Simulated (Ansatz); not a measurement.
# CeO (Fm-3m): phonons and vibrational spectra, part 2 of 2

The cell of CeO (Fm-3m) is at rest. What are its phonons? After the zone centre comes a 4×4×4 q mesh on a 12×12×12 k mesh.

Ansatz 0.2.0; DFT PBEsol+U, scalar-relativistic, plane waves, PAW.

So far. Step 2 (Zone-centre response): Before it was imposed, the acoustic sum rule was missed by 1.5e-4 eV/Å². Small misses are needed for a sound result but don't prove that mesh and cutoff are converged. The lowest optical mode is real, 376 cm⁻¹.

In doubt: warnings of the run leave room for a lower electronic state, so energies may not be the lowest and differences between runs may mislead.

### Step 3. Phonons on a q mesh

Stability and thermal properties need the whole zone. Linear response on a 4×4×4 q mesh gives force constants as far as a supercell of that size would.

Input file input.yaml:

```yaml
crystal:
  lattice:
    - [0.0, 2.4784624275, 2.4784624275]
    - [2.4784624275, 0.0, 2.4784624275]
    - [2.4784624275, 2.4784624275, 0.0]
  atoms:
    - { symbol: Ce, position: [0.0, 0.0, 0.0] }
    - { symbol: O, position: [0.5, 0.5, 0.5] }
kpoints:
  mp_grid: { grid: [12, 12, 12] }
hamiltonian:
  xc: pbesol
  hubbard: { sites: [{ species: Ce, l: f, u_eff: 5.0 }] }
scf:
  occupations: { method: gaussian, width: 0.01 }
  convergence: { dr2_threshold: 1.0e-10 }
output:
  eigenvalues: true
phonons:
  method: dfpt
  qmesh: [4, 4, 4]
  temperatures: { t_max: 1000, t_step: 50 }
  qpath:
    path:
      - [[0.0, 0.0, 0.0], [0.5, 0.0, 0.5], [0.625, 0.25, 0.625]]
      - [[0.375, 0.375, 0.75], [0.0, 0.0, 0.0], [0.5, 0.5, 0.5], [0.5, 0.25, 0.75], [0.5, 0.0, 0.5]]
    npoints: 10
```

The run is started by

```console
$ ansatz run input.yaml --threads 8 --pin off --max-ram 14336MiB --backend cpu --events-out ev --progress --plain --runs-dir out
```

Numbers of over 12 decimals in the logs are rounded to 6 here.

What it wrote:

```text
[...]
Crystal: 2 atoms, lattice volume = 30.449 Å³
Basis set: ecut = 420 eV, 609 PW (Γ), exchange–correlation on 48×48×48 points (8 copies of the dense FFT grid, shifted against one another)
Bands: 13, of which v1, the nominal top of the filled ones, is band 9 counted from 1 (8 counted from 0)
Symmetry: 48 space group operations
k-points: 163 of 1728 (irreducible under 8 space group operations, time reversal used)
[...]
SCF iter   1: F=—  HF=-7050.314055 eV  |F-HF|=—  |Δ(HF+E_count)|=         —  Δρ=2.43e-1  dr2=9.03e0  ethr=3.10e-3  ⟨swp⟩=5.3  Hψ=10653  notcnv=0
[...]
SCF iter 110: F=-7046.760664 eV  HF=-7046.760664 eV  |F-HF|=0.00e0  |Δ(HF+E_count)|=  5.46e-12  Δρ=1.55e-7  dr2=5.41e-12  ethr=1.00e-12  ⟨swp⟩=1.4  Hψ=5265  notcnv=0
SCF 1, on 13 bands, converged in 110 iterations: F = -7046.760664 eV; the run's SCF on all bands comes behind
[...]
Bands: 19, of which v1, the nominal top of the filled ones, is band 9 counted from 1 (8 counted from 0)
[...]
SCF iter   3: F=-7046.760664 eV  HF=-7046.760664 eV  |F-HF|=4.55e-12  |Δ(HF+E_count)|=  4.18e-11  Δρ=2.01e-7  dr2=8.72e-12  ethr=1.00e-12  ⟨swp⟩=4.9  Hψ=12037  notcnv=0
SCF 2 converged in 3 iterations: F = -7046.760664 eV  dr2 = 8.72e-12
k-points: 72 of 1728
[...]
SCF iter   3: F=-7046.760664 eV  HF=-7046.760664 eV  |F-HF|=1.18e-11  |Δ(HF+E_count)|=  8.28e-10  Δρ=3.42e-7  dr2=1.83e-11  ethr=1.00e-12  ⟨swp⟩=1.4  Hψ=2590  notcnv=0
SCF 3, on 13 bands, converged in 3 iterations: F = -7046.760664 eV; the run's SCF on all bands comes behind
[...]
SCF iter   3: F=-7046.760664 eV  HF=-7046.760664 eV  |F-HF|=1.27e-11  |Δ(HF+E_count)|=  2.46e-11  Δρ=3.72e-7  dr2=2.18e-11  ethr=1.00e-12  ⟨swp⟩=1.0  Hψ=3025  notcnv=0
SCF 4 converged in 3 iterations: F = -7046.760664 eV  dr2 = 2.18e-11
[...]
SCF iter   2: F=-7046.760625 eV  HF=-7046.760625 eV  |F-HF|=2.27e-11  |Δ(HF+E_count)|=   2.99e-9  Δρ=3.39e-7  dr2=2.63e-11  ethr=1.00e-12  ⟨swp⟩=8.3  Hψ=11311  notcnv=0
WARN: a fill by count may have filled part of one level: at k-index 162 the highest filled band, 17.394040 eV, and the lowest empty band, 17.394040 eV, stand 4.619e-14 eV apart, within the solve's uncertainty, 1.000e-5 eV. If they are one level, whatever splits it, however little, can move the result. A smearing (`scf.occupations.method` with a `width`) well over the split that the run's distortions make, where the d [...]
SCF 5 converged in 2 iterations: F = -7046.760625 eV  dr2 = 2.63e-11
NSCF: frozen V_eff on 163 k-points
[...]
DFPT response loops at q = (0, 0, 0.25) (fractional): preconditioner auto → Kerker (q_TF=auto, 2.499 Å⁻¹) (partly filled bands, converged f_vac=0.006); β = 1.00, the filter's whole step (`scf.mixing.beta` (0.50) is not read by the response loops under this deck's `scf.mixing.preconditioner`; to damp them name `kerker` or `kerker_dos`, under which they read `scf.mixing.beta`, and type it under 1.00, their step now; both keys bind the ground state too); Anderson in place of MSR1; while a model of the screening serves, it and β = 1 on shorter waves in the place of filter and β
[...]
SCF converged after 113 iterations (110 of them on 13 bands)
Free energy (F): -7046.760664 eV
[...]
Internal energy: -7046.760625 eV  (E = F + TS)
E sigma→0 (E₀):  -7046.760645 eV
Entropy (-TS):   -0.000039 eV (-0.020 meV/atom)
Fermi energy:    17.394039 eV
[...]
--- Band table (eV; the first three rows and the last of 163) ---
  k-point 0: bands = [... 5 lower, 12.4353, 12.4353, 12.4353, 16.7459, 17.7296, 17.7296, 17.7296, 18.0919, ... 6 higher]
  k-point 1: bands = [... 5 lower, 12.2356, 12.2939, 12.2939, 16.6237, 17.8500, 17.8500, 17.8685, 18.4547, ... 6 higher]
  k-point 2: bands = [... 5 lower, 11.7499, 11.9389, 11.9389, 16.5000, 18.0810, 18.1639, 18.1639, 19.2349, ... 6 higher]
  k-point 162: bands = [... 5 lower, 11.0791, 12.8437, 12.8437, 17.3940, 17.3940, 17.5598, 19.0204, 19.0204, ... 6 higher]
Occupation matrices written to <dir>
[...]
ASR residual: 1.540e-4 → 0.000e0 eV/Å²; symmetrization residual: 6.617e-7 eV/Å²
  ASR residual per site (eV/Å²): 1.41e-4 1.54e-4
  Γ frequencies (cm⁻¹): 0.00 0.00 0.00 375.55 375.55 375.55
--- Phonons (arbitrary-q DFPT): 8 irreducible q on the 4×4×4 mesh ---
  q = [0.0000, 0.0000, 0.0000] (star 1, of the zone-centre solve; hermiticity 1.78e-7, symmetrization 1.66e-13): -0.00 0.00 0.00 375.55 375.55 375.55
  q = [0.0000, 0.0000, 0.2500] (star 8, 2 solved perturbations in 936 linear systems a pass and spin channel, the states on 364 of 1728 k-point pairs; hermiticity 3.41e-10, symmetrization 3.07e-13): 95.00 95.00 132.89 369.82 384.59 384.59
[...]
sum rule: each row above includes the acoustic sum rule's correction from the zone centre's row sums; it moved no ω² by more than (1.62 cm⁻¹)²
  mesh force constants: q→R imaginary residual 3.43e-18; ASR residual 1.540e-4 → 0.000e0 eV/Å²; symmetrization residual 8.882e-15 eV/Å²
  interpolated dispersion: 62 rows × 6 modes
  density of states and harmonic sums: on the 24×24×24 q-mesh, interpolated from the force constants of a 4×4×4 supercell (no non-analytic term)
  largest difference from the sums on the solved wave vectors: F 1.17e-2 eV, S 1.57e-5 and C_V 4.02e-6 eV/K
  zero-point energy: 0.091731 eV/cell   skipped modes (ω ≤ 0): 3   left out of the sums: 3.62e-5 of the cell's modes: C_V's classical limit lies that fraction below 3 k_B per atom; for a crystal, a wire or a layer, F and S can be off by more, and a phonons.interpolated_qmesh denser along its periods is the remedy for the sampling
```

Elapsed: 2.7 min, on 8 threads of Intel Xeon Platinum 8488C (Sapphire Rapids), shared host; peak memory 3.9 GiB.

This step gave:

```
lowest frequency on the path                               : 0 cm⁻¹
highest frequency on the path or at a solved wavevector    : 410 cm⁻¹
mean frequency                                             : 246.6 cm⁻¹
Debye temperature (second moment)                          : 510 K
logarithmic mean frequency                                 : 213.9 cm⁻¹
lowest mode on the q mesh (acoustic modes at Γ apart)      : 80.46 cm⁻¹
zero-point energy per atom                                 : 45.87 meV
heat capacity at 300 K                                     : 21.79 J/(mol atoms K)
vibrational entropy at 300 K                               : 25.98 J/(mol atoms K)
edges of the widest gap between branches, on path and mesh : 184.4, 311.7 cm⁻¹
```

Frequencies (cm⁻¹) solved at each irreducible wavevector; negative means imaginary. Frequencies by wavevector, by row:

| q in reciprocal lattice units | star | mode 1 | mode 2 | mode 3 | mode 4 | mode 5 | mode 6 |
| --- | --- | --- | --- | --- | --- | --- | --- |
| 0 0 0 | 1 | 0 | 0 | 0 | 375.6 | 375.6 | 375.6 |
| 0 0 0.25 | 8 | 95 | 95 | 132.9 | 369.8 | 384.6 | 384.6 |
| 0 0 -0.5 | 4 | 131.3 | 131.3 | 184.4 | 340.9 | 389.7 | 389.7 |
| 0 0.25 0.25 | 6 | 91.2 | 91.2 | 142.3 | 355.8 | 355.8 | 407.1 |
| 0 0.25 -0.5 | 24 | 128.7 | 132.7 | 159 | 344.9 | 370.3 | 373.2 |
| 0 0.25 -0.25 | 12 | 105.2 | 126.3 | 158.8 | 323 | 359.6 | 399.6 |
| 0 -0.5 -0.5 | 3 | 80.5 | 134.3 | 134.3 | 311.7 | 356.9 | 356.9 |
| 0.25 -0.5 -0.25 | 6 | 134.2 | 134.2 | 148.1 | 330.8 | 330.8 | 393.8 |

Interpolated from a 4×4×4 q mesh, without the LO-TO term. Phonon branches along the path, in cm⁻¹:

| point | branch 1 | branch 2 | branch 3 | branch 4 | branch 5 | branch 6 |
| --- | --- | --- | --- | --- | --- | --- |
| Γ | 0 | 0 | 0 | 376 | 376 | 376 |
| halfway | 91 | 91 | 142 | 356 | 356 | 407 |
| X | 80 | 134 | 134 | 312 | 357 | 357 |
| halfway | 102 | 136 | 138 | 316 | 360 | 364 |
| U | 126 | 138 | 145 | 321 | 362 | 378 |
| jump to K | 126 | 138 | 145 | 321 | 362 | 378 |
| halfway | 80 | 111 | 150 | 340 | 372 | 401 |
| Γ | 0 | 0 | 0 | 376 | 376 | 376 |
| halfway | 95 | 95 | 133 | 370 | 385 | 385 |
| L | 131 | 131 | 184 | 341 | 390 | 390 |
| halfway | 131 | 135 | 165 | 339 | 362 | 389 |
| W | 134 | 134 | 148 | 331 | 331 | 394 |
| halfway | 114 | 135 | 142 | 319 | 350 | 377 |
| X | 80 | 134 | 134 | 312 | 357 | 357 |

The phonon branches as a text plot (rows in cm⁻¹):

```
    401 |   ****            ******                       ***
    384 | **    *         **     *****  *****************   **
    367 |******  *     *****   ** ******   ***       **       **
    350 |      ********     ***  *            ***      **   *****
    333 |         **           **                ***********
    316 |           ***********                             *****
    299 |
    282 |
    265 |
    248 |
    231 |
    214 |
    196 |
    179 |                                      *******
    162 |                   ****              *       **
    145 |      ***     *****    *            *          *******
    128 |    **  ******* ******* *          *  ******************
    111 |   *   *       *    ** * **       * **               *
     94 |      *    *  *       * *        * *                  *
     77 |  * **      **         * ***      *                    *
     60 |   *                    ****    **
     43 | **                        **   *
     26 | *                          *  *
      9 |*                            **
         Γ           X  U|K            Γ         L        W     X
```

Tetrahedra on a 24×24×24 mesh, mean over bins of 5 cm-1. Interpolated from a 4×4×4 q mesh. Phonon density of states against wavenumber; read off at these points:

| wavenumber (cm⁻¹) | phonon density of states (1/cm⁻¹/cell) |
| --- | --- |
| 2 | 0 |
| 12 | 5.0e-5 |
| 22 | 2.9e-4 |
| 38 | 9.4e-4 |
| 48 | 0.00169 |
| 58 | 0.0028 |
| 68 | 0.00431 |
| 82 | 0.00744 |
| 92 | 0.0106 |
| 102 | 0.0153 |
| 112 | 0.0236 |
| 122 | 0.0464 |
| 132 | 0.0915 |
| 138 | 0.0535 |
| 148 | 0.0312 |
| 158 | 0.0354 |
| 168 | 0.0141 |
| 178 | 0.00616 |
| 192 | 0 |
| 202 | 0 |
| 212 | 0 |
| 222 | 0 |
| 238 | 0 |
| 248 | 0 |
| 258 | 0 |
| 268 | 0 |
| 278 | 0 |
| 292 | 0 |
| 302 | 0 |
| 312 | 7.3e-4 |
| 322 | 0.0159 |
| 332 | 0.0257 |
| 342 | 0.0419 |
| 348 | 0.0335 |
| 358 | 0.0547 |
| 368 | 0.0383 |
| 378 | 0.0306 |
| 392 | 0.0518 |
| 402 | 0.0183 |
| 412 | 1.0e-5 |

The partial phonon density of states has structure finer than the step of the table below, so its rows give means over 20 cm⁻¹, whole bins alone (the curve runs from -10 to 433 cm⁻¹). Peaks (cm⁻¹: height): Ce 132.0: 0.0855, 154.2: 0.0322; O 360.2: 0.0518, 390.9: 0.0476.

Phonopy on the run's constants, 19x19x19 mesh, Gaussian sigma 3.2 cm-1. Interpolated from a 4×4×4 q mesh. Table of partial phonon density of states by wavenumber; means over each step; values in 1/cm⁻¹/cell:

| wavenumber (cm⁻¹) | Ce | O |
| --- | --- | --- |
| 0 | 1.9e-5 | 1.4e-6 |
| 20 | 2.4e-4 | 2.7e-5 |
| 40 | 0.00104 | 1.1e-4 |
| 60 | 0.00292 | 3.1e-4 |
| 80 | 0.00669 | 6.4e-4 |
| 100 | 0.0132 | 0.00105 |
| 120 | 0.0435 | 0.00215 |
| 140 | 0.0462 | 0.00151 |
| 160 | 0.0249 | 5.4e-4 |
| 180 | 0.00487 | 6.8e-5 |
| 200 | 8.6e-6 | 0 |
| 220 | 0 | 0 |
| 240 | 0 | 0 |
| 260 | 0 | 0 |
| 280 | 0 | 0 |
| 300 | 7.9e-6 | 4.5e-5 |
| 320 | 0.00107 | 0.00979 |
| 340 | 0.00202 | 0.0313 |
| 360 | 0.00213 | 0.0429 |
| 380 | 8.8e-4 | 0.0330 |
| 400 | 3.0e-4 | 0.0261 |
| 420 | 5.4e-6 | 3.8e-4 |

Second derivatives of the energy by pair, one row for each kind of neighbour of each atom listed. Each entry sums the pair over the periodic images of the supercell that the q mesh stands for, and in a polar crystal it holds the long-range dipole part too. Force constants by pair, by row:

| atom | neighbour | distance (Å) | third of the trace (eV/Å²) | along the pair's line (eV/Å²) |
| --- | --- | --- | --- | --- |
| Ce1 | itself | 0 | 11.31 | – |
| Ce1 | O | 2.478 | -1.085 | -2.646 |
| Ce1 | Ce | 3.505 | -0.2897 | -1.05 |
| Ce1 | O | 4.293 | -0.1373 | -0.3758 |
| Ce1 | Ce | 4.957 | -0.042 | 0.0566 |
| Ce1 | O | 5.542 | -0.0122 | 0.0041 |
| Ce1 | Ce | 6.071 | 0.0047 | -0.0339 |
| Ce1 | Ce | 7.01 | 0.0152 | 0.0438 |
| Ce1 | O | 7.435 | 0.0309 | 0.0576 |
| O2 | itself | 0 | 7.563 | – |
| O2 | Ce | 2.478 | -1.085 | -2.646 |
| O2 | O | 3.505 | 0.073 | 0.2984 |
| O2 | Ce | 4.293 | -0.1373 | -0.3758 |
| O2 | O | 4.957 | -0.1035 | -0.6051 |
| O2 | Ce | 5.542 | -0.0122 | 0.0041 |
| O2 | O | 6.071 | -0.0064 | -0.0368 |
| O2 | O | 7.01 | -0.001 | -0.0206 |
| O2 | Ce | 7.435 | 0.0426 | 0.0231 |

Harmonic thermodynamic functions per atom, from the density of states. Interpolated from a 4×4×4 q mesh. Thermodynamic functions, by row:

| T (K) | F_vib (meV/atom) | S (J/mol-atom/K) | C_V (J/mol-atom/K) |
| --- | --- | --- | --- |
| 0 | 45.87 | 0 | 0 |
| 50 | 45.63 | 1.8 | 4.616 |
| 100 | 43.34 | 7.185 | 11.26 |
| 200 | 30.28 | 17.7 | 18.84 |
| 300 | 7.46 | 25.98 | 21.79 |
| 400 | -22.96 | 32.45 | 23.07 |
| 500 | -59.39 | 37.68 | 23.71 |
| 600 | -100.8 | 42.03 | 24.07 |
| 700 | -146.3 | 45.76 | 24.3 |
| 800 | -195.4 | 49.02 | 24.45 |
| 900 | -247.8 | 51.9 | 24.55 |
| 1000 | -302.9 | 54.49 | 24.62 |

Harmonic mean-square displacement, third of the trace. Interpolated from a 4×4×4 q mesh. Mean square displacements, by row:

| T (K) | Ce1 U_eq (Å²) | O2 U_eq (Å²) |
| --- | --- | --- |
| 0 | 9.60e-4 | 0.0032 |
| 100 | 0.00147 | 0.00355 |
| 300 | 0.00368 | 0.00591 |
| 600 | 0.00722 | 0.01063 |

Symmetry leaves 8 wavevectors to solve. The lowest mode among them, the acoustic zeros apart, lies at q = (0, -0.5, -0.5) and is real, 80.5 cm⁻¹.

### Step 4. Outcome

```yaml
space_group_within_0p01_a: Fm-3m
volume_per_atom: 15.2 Å³
electronic_character: no gap on this mesh
highest_optical_mode_at_the_zone_centre_no_lo_to_term: 376 cm⁻¹
lowest_optical_zone_centre_mode: 376 cm⁻¹
lowest_mode_on_the_q_mesh_acoustic_modes_at_gamma_apart: 80.5 cm⁻¹
highest_frequency_on_the_path_or_at_a_solved_wavevector: 410 cm⁻¹
zero_point_energy_per_atom: 45.9 meV
heat_capacity_at_300_k: 21.8 J/(mol atoms K)
vibrational_entropy_at_300_k: 26.0 J/(mol atoms K)
debye_temperature_second_moment: 510 K
imaginary_modes_on_the_4x4x4_q_mesh: none
```

The structure is a minimum as far as tested: no mode is imaginary at the 8 irreducible wavevectors of the 4×4×4 mesh, and the softest away from the acoustic zeros lies at 80 cm⁻¹. The optical modes at Γ form one degenerate level at 376 cm⁻¹. The highest mode in this list at Γ, 375.6 cm⁻¹, is mostly motion of O (90 % of the kinetic energy). On the path and the mesh, the widest gap between branches runs from 184 to 312 cm⁻¹. With no gap, or one that is small against the smearing, the frequencies hang on the k mesh and the smearing, most of all near Kohn anomalies. The phonon runs are without spin polarisation, although Ce often carries a moment. Spin-orbit coupling is left out, which can matter for the heavy elements here. These are harmonic frequencies at zero temperature: anharmonic shifts, linewidths and thermal expansion are left out.

[Logs are printed without paths, hosts, clocks, repeated set-up lines and the standing remarks that a program may print on its own settings, such as how far it seeks lower states.]

[Hosts, paths, dates, database ids (printed as entryN), source tags and the programs' standing remarks are cut or masked in the printed files.]
